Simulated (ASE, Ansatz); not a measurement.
# Local environments in twisted 1T-TiS2 bilayer, 3.48° (1626 atoms)

The cell holds 1626 atoms: 542 Ti and 1084 S. Cell: a = 56.136 Å, b = 56.136 Å, c = 20.860 Å, α = 90.0°, β = 90.0°, γ = 120.0°. It derives from TiS2 (1T-TiS2). 1T-TiS2 (a = 3.41 Å) under 1T-TiS2 (a = 3.41 Å), bilayer, commensurate cell of 271 unit cells a layer, twist 3.48 deg; facing planes 3.14 Å apart; 12 Å of vacuum; layers as built, displaced by a Gaussian of 0.01 Å. Regions: layer 1, 813 atoms (271 Ti and 542 S); layer 2, 813 atoms (271 Ti and 542 S). Vacuum lies along c.

Computed with Ansatz 0.2.0: Kohn-Sham DFT, PBEsol, PAW (set soft_2), localised support functions (medium); Γ point, fermi-dirac smearing of 0.05 eV. Geometry: the geometry as built.

The whole cell was solved; only parts of it are printed.

Local excerpt of 34 atoms (numbers count through the whole input) about Ti913, picked at random; x, y, z are measured from there.

| atom | x | y | z | distance (Å) | bonds | Fx | Fy | Fz (eV/Å) |
| --- | --- | --- | --- | --- | --- | --- | --- | --- |
| Ti913 | 0.00 | 0.00 | 0.00 | 0.00 | 6 | 0.07 | -0.09 | 0.04 |
| S882 | -1.02 | -1.66 | -1.41 | 2.41 | 3 | 0.01 | -0.03 | 0.43 |
| S881 | -1.96 | 0.06 | 1.41 | 2.42 | 3 | 0.08 | 0.03 | -0.19 |
| S885 | -0.91 | 1.75 | -1.41 | 2.43 | 3 | -0.01 | -0.04 | 0.37 |
| S911 | 0.94 | -1.74 | 1.44 | 2.45 | 3 | -0.02 | 0.10 | -0.41 |
| S914 | 1.05 | 1.68 | 1.44 | 2.45 | 3 | 0.02 | -0.02 | -0.41 |
| S915 | 2.00 | -0.06 | -1.42 | 2.45 | 3 | -0.17 | 0.02 | 0.42 |
| Ti916 | 0.12 | 3.40 | 0.01 | 3.40 | 6 | 0.10 | 0.10 | -0.02 |
| Ti883 | -2.88 | 1.81 | 0.01 | 3.40 | 6 | -0.17 | -0.08 | -0.04 |
| Ti949 | 3.01 | 1.61 | 0.00 | 3.41 | 6 | -0.03 | -0.04 | 0.04 |
| Ti880 | -3.00 | -1.63 | 0.01 | 3.41 | 6 | 0.09 | 0.02 | -0.14 |
| Ti946 | 2.90 | -1.80 | 0.00 | 3.42 | 6 | 0.11 | -0.05 | 0.08 |
| Ti910 | -0.08 | -3.42 | 0.02 | 3.42 | 6 | 0.04 | 0.01 | -0.06 |
| S858 | -3.93 | 0.12 | -1.40 | 4.18 | 3 | 0.04 | 0.04 | 0.33 |
| S884 | -1.84 | 3.46 | 1.44 | 4.18 | 3 | -0.06 | 0.09 | -0.36 |
| S912 | 1.87 | -3.47 | -1.42 | 4.19 | 3 | -0.02 | -0.01 | 0.47 |
| S947 | 3.94 | -0.12 | 1.43 | 4.19 | 3 | -0.02 | -0.01 | -0.27 |
| S878 | -2.06 | -3.37 | 1.43 | 4.20 | 3 | 0.00 | 0.14 | -0.27 |
| S918 | 2.09 | 3.37 | -1.41 | 4.20 | 3 | -0.06 | -0.05 | 0.43 |
| S737 | -1.22 | 1.23 | -4.54 | 4.86 | 3 | -0.13 | -0.08 | -0.63 |
| S764 | 1.76 | -0.39 | -4.55 | 4.90 | 3 | 0.03 | -0.11 | -0.55 |
| S734 | -1.12 | -2.20 | -4.56 | 5.19 | 3 | -0.10 | 0.04 | -0.49 |
| S857 | -4.85 | 1.84 | 1.44 | 5.39 | 3 | -0.01 | 0.07 | -0.40 |
| S1583 | -4.96 | -1.56 | 1.43 | 5.39 | 3 | -0.01 | 0.01 | -0.20 |
| S1584 | -4.01 | -3.30 | -1.43 | 5.39 | 3 | -0.09 | 0.11 | 0.54 |
| S879 | -1.12 | -5.09 | -1.41 | 5.40 | 3 | 0.01 | 0.05 | 0.38 |
| S861 | -3.82 | 3.54 | -1.42 | 5.40 | 3 | 0.00 | -0.02 | 0.48 |
| S951 | 4.98 | 1.54 | -1.40 | 5.40 | 3 | 0.04 | 0.07 | 0.28 |
| S908 | 0.83 | -5.14 | 1.45 | 5.40 | 3 | 0.02 | -0.04 | -0.43 |
| S948 | 4.87 | -1.87 | -1.42 | 5.41 | 3 | 0.04 | 0.06 | 0.51 |
| S950 | 4.05 | 3.28 | 1.43 | 5.41 | 3 | -0.02 | 0.04 | -0.21 |
| S917 | 1.15 | 5.08 | 1.46 | 5.41 | 3 | 0.02 | -0.01 | -0.50 |
| S888 | -0.83 | 5.16 | -1.43 | 5.42 | 3 | 0.08 | -0.08 | 0.60 |
| S944 | 3.85 | -3.53 | 1.45 | 5.42 | 3 | -0.06 | -0.02 | -0.46 |

The column of bonds counts only the pairs S-Ti within 3.10 Å; other neighbours, such as metal atoms beside each other in a compound, aren't counted, and periodic images can show an atom twice.

Local excerpt of 46 atoms (numbers count through the whole input) about S629, picked at random; x, y, z are measured from there.

```
  atom      x      y      z  distance (Å)  bonds     Fx     Fy  Fz (eV/Å)
  S629   0.00   0.00   0.00          0.00      3   0.07   0.00      -0.42
 Ti631  -1.02   1.68  -1.42          2.42      6  -0.08   0.04      -0.05
 Ti628  -0.92  -1.73  -1.44          2.43      6  -0.14  -0.04       0.07
 Ti670   1.98   0.05  -1.43          2.44      6   0.12   0.08       0.14
 S1533   0.42   1.04   3.16          3.35      3   0.07   0.10       0.42
  S587  -2.98   1.60   0.00          3.38      3  -0.09   0.11      -0.32
  S584  -2.89  -1.77   0.02          3.39      3   0.01  -0.10      -0.53
  S626   0.09  -3.39   0.02          3.39      3   0.11  -0.09      -0.60
  S668   3.01  -1.61   0.04          3.42      3  -0.02  -0.03      -0.64
  S671   2.92   1.78   0.02          3.42      3  -0.06   0.05      -0.65
  S632  -0.09   3.42  -0.01          3.42      3   0.03  -0.09      -0.31
  S630   1.06  -1.67  -2.85          3.47      3  -0.02  -0.07       0.38
  S588  -1.97  -0.05  -2.86          3.47      3   0.10  -0.07       0.36
  S633   0.95   1.76  -2.85          3.48      3  -0.01  -0.14       0.32
 S1530   0.32  -2.34   3.15          3.93      3   0.14  -0.06       0.42
 S1497  -2.58  -0.57   3.14          4.11      3   0.03   0.08       0.44
 Ti586  -3.94  -0.12  -1.42          4.19      6   0.12  -0.09       0.01
 Ti667   2.09  -3.35  -1.41          4.19      6  -0.12   0.01       0.13
 Ti673   1.87   3.47  -1.44          4.20      6   0.03   0.05       0.18
 S1563   3.33  -0.75   3.16          4.65      3   0.01   0.09       0.38
Ti1561   1.39  -0.68   4.59          4.85      6  -0.17   0.00       0.02
  S585  -1.86  -3.48  -2.85          4.87      3   0.08   0.05       0.37
  S591  -2.07   3.36  -2.86          4.87      3   0.03  -0.06       0.43
  S672   3.96   0.11  -2.85          4.88      3  -0.10   0.00       0.43
 S1500  -2.46   2.85   3.16          4.91      3  -0.03   0.00       0.32
Ti1531  -1.53   1.11   4.58          4.95      6   0.04  -0.07       0.07
Ti1528  -1.63  -2.30   4.56          5.36      6  -0.07   0.07       0.15
  S840   3.43   2.67   3.15          5.37      3   0.05  -0.03       0.46
 Ti589  -4.03   3.27  -1.43          5.38      6   0.03   0.06       0.01
 Ti583  -3.83  -3.53  -1.42          5.40      6   0.10   0.06       0.03
 Ti625  -0.83  -5.15  -1.42          5.41      6   0.10   0.18       0.07
 Ti706   4.98  -1.55  -1.42          5.41      6  -0.09   0.14       0.18
 Ti634  -1.14   5.09  -1.42          5.41      6   0.05   0.06      -0.04
 Ti709   4.88   1.87  -1.43          5.42      6  -0.07  -0.15       0.17
 S1536   0.53   4.46   3.15          5.49      3   0.01   0.01       0.35
 Ti838   1.47   2.73   4.60          5.54      6   0.05   0.07      -0.12
 S1494  -2.68  -3.99   3.16          5.75      3  -0.01   0.17       0.32
  S581  -2.76  -5.18   0.01          5.87      3  -0.19  -0.12      -0.38
  S542  -5.89  -0.17   0.01          5.89      3  -0.05  -0.04      -0.34
  S590  -3.10   5.02  -0.01          5.90      3   0.01  -0.08      -0.18
  S674   2.83   5.20   0.02          5.92      3  -0.15  -0.02      -0.52
  S707   5.92   0.19   0.01          5.93      3  -0.05  -0.05      -0.53
  S665   3.12  -5.04   0.02          5.93      3  -0.02   0.10      -0.41
  S543  -4.86  -1.85  -2.85          5.93      3   0.00   0.04       0.33
  S546  -4.96   1.56  -2.86          5.94      3  -0.04  -0.01       0.39
  S627   1.16  -5.10  -2.83          5.94      3  -0.01   0.13       0.30
```

The column of bonds counts only the pairs S-Ti within 3.10 Å; other neighbours, such as metal atoms beside each other in a compound, aren't counted, and periodic images can show an atom twice.

Local excerpt of 34 atoms (numbers count through the whole input) about Ti1435, picked at random; x, y, z are measured from there.

| atom | x | y | z | distance (Å) | bonds | Fx | Fy | Fz (eV/Å) |
| --- | --- | --- | --- | --- | --- | --- | --- | --- |
| Ti1435 | 0.00 | 0.00 | 0.00 | 0.00 | 6 | -0.12 | 0.07 | -0.01 |
| S1433 | 0.93 | -1.72 | 1.42 | 2.41 | 3 | 0.00 | 0.03 | -0.36 |
| S1437 | 1.96 | -0.04 | -1.44 | 2.43 | 3 | 0.02 | -0.03 | 0.36 |
| S1395 | -1.03 | -1.66 | -1.45 | 2.43 | 3 | 0.00 | 0.07 | 0.44 |
| S1436 | 1.03 | 1.69 | 1.44 | 2.45 | 3 | 0.04 | -0.03 | -0.45 |
| S1394 | -2.00 | 0.09 | 1.42 | 2.46 | 3 | 0.20 | -0.09 | -0.39 |
| S1398 | -0.93 | 1.77 | -1.44 | 2.46 | 3 | -0.03 | -0.15 | 0.43 |
| Ti1474 | 2.89 | -1.79 | -0.03 | 3.40 | 6 | 0.16 | 0.03 | 0.13 |
| Ti1432 | -0.11 | -3.40 | -0.03 | 3.40 | 6 | -0.08 | -0.01 | 0.19 |
| Ti1396 | -2.90 | 1.79 | -0.01 | 3.40 | 6 | 0.00 | 0.21 | -0.01 |
| Ti1477 | 2.99 | 1.62 | 0.00 | 3.40 | 6 | 0.12 | 0.03 | 0.06 |
| Ti1438 | 0.11 | 3.41 | -0.01 | 3.41 | 6 | -0.10 | 0.05 | 0.03 |
| Ti1393 | -3.02 | -1.60 | -0.03 | 3.42 | 6 | 0.04 | -0.05 | 0.07 |
| S1391 | -2.08 | -3.32 | 1.42 | 4.17 | 3 | 0.06 | -0.03 | -0.46 |
| S1434 | 1.86 | -3.47 | -1.43 | 4.19 | 3 | 0.04 | 0.03 | 0.25 |
| S1475 | 3.94 | -0.11 | 1.43 | 4.19 | 3 | -0.14 | -0.01 | -0.47 |
| S1440 | 2.08 | 3.36 | -1.44 | 4.20 | 3 | -0.04 | 0.04 | 0.39 |
| S1353 | -3.94 | 0.14 | -1.45 | 4.20 | 3 | 0.04 | 0.03 | 0.38 |
| S1397 | -1.87 | 3.50 | 1.42 | 4.21 | 3 | 0.01 | -0.10 | -0.38 |
| S479 | 0.00 | 0.16 | -4.57 | 4.57 | 3 | -0.07 | -0.01 | -0.53 |
| S1052 | 0.81 | -5.12 | 1.43 | 5.38 | 3 | 0.13 | -0.01 | -0.50 |
| S1350 | -4.04 | -3.26 | -1.43 | 5.38 | 3 | -0.01 | -0.08 | 0.29 |
| S1392 | -1.13 | -5.07 | -1.43 | 5.39 | 3 | -0.10 | 0.05 | 0.23 |
| S1472 | 3.83 | -3.52 | 1.42 | 5.39 | 3 | -0.07 | 0.07 | -0.37 |
| S1349 | -4.97 | -1.54 | 1.42 | 5.40 | 3 | 0.05 | -0.01 | -0.36 |
| S1401 | -0.86 | 5.15 | -1.44 | 5.41 | 3 | 0.25 | 0.06 | 0.38 |
| S1439 | 1.14 | 5.09 | 1.43 | 5.41 | 3 | -0.03 | 0.04 | -0.47 |
| S1356 | -3.82 | 3.55 | -1.44 | 5.41 | 3 | -0.09 | -0.07 | 0.40 |
| S1476 | 4.88 | -1.87 | -1.44 | 5.42 | 3 | -0.15 | 0.21 | 0.32 |
| S1479 | 4.98 | 1.58 | -1.43 | 5.42 | 3 | -0.11 | -0.09 | 0.36 |
| S1352 | -4.89 | 1.87 | 1.42 | 5.42 | 3 | 0.12 | 0.03 | -0.34 |
| S1478 | 4.05 | 3.32 | 1.42 | 5.42 | 3 | -0.10 | -0.07 | -0.34 |
| S476 | 0.08 | -3.24 | -4.58 | 5.61 | 3 | 0.03 | -0.06 | -0.38 |
| S434 | -2.90 | -1.63 | -4.56 | 5.65 | 3 | -0.07 | -0.03 | -0.54 |

The column of bonds counts only the pairs S-Ti within 3.10 Å; other neighbours, such as metal atoms beside each other in a compound, aren't counted, and periodic images can show an atom twice.

Length of the force by element:

| element | coordination | atoms | mean length of the force (eV/Å) | spread | least | most |
| --- | --- | --- | --- | --- | --- | --- |
| S | all | 1084 | 0.411 | 0.0962 | 0.137 | 0.710 |
| Ti | all | 542 | 0.167 | 0.0724 | 0.0131 | 0.413 |

The functional has no dispersion term, which matters for the binding between molecules or layers. Beside vacuum, support functions can miss their usual error bounds without a warning. The main run has no spin polarisation, so moments on Ti can't form in it, and no Hubbard term. Only the Γ point is sampled, in a cell whose shortest periodic width is 49 Å.

[Logs are printed without paths, hosts, clocks, repeated set-up lines and the standing remarks that a program may print on its own settings, such as how far it seeks lower states.]

[Hosts, paths, dates, database ids (printed as entryN), source tags and the programs' standing remarks are cut or masked in the printed files.]
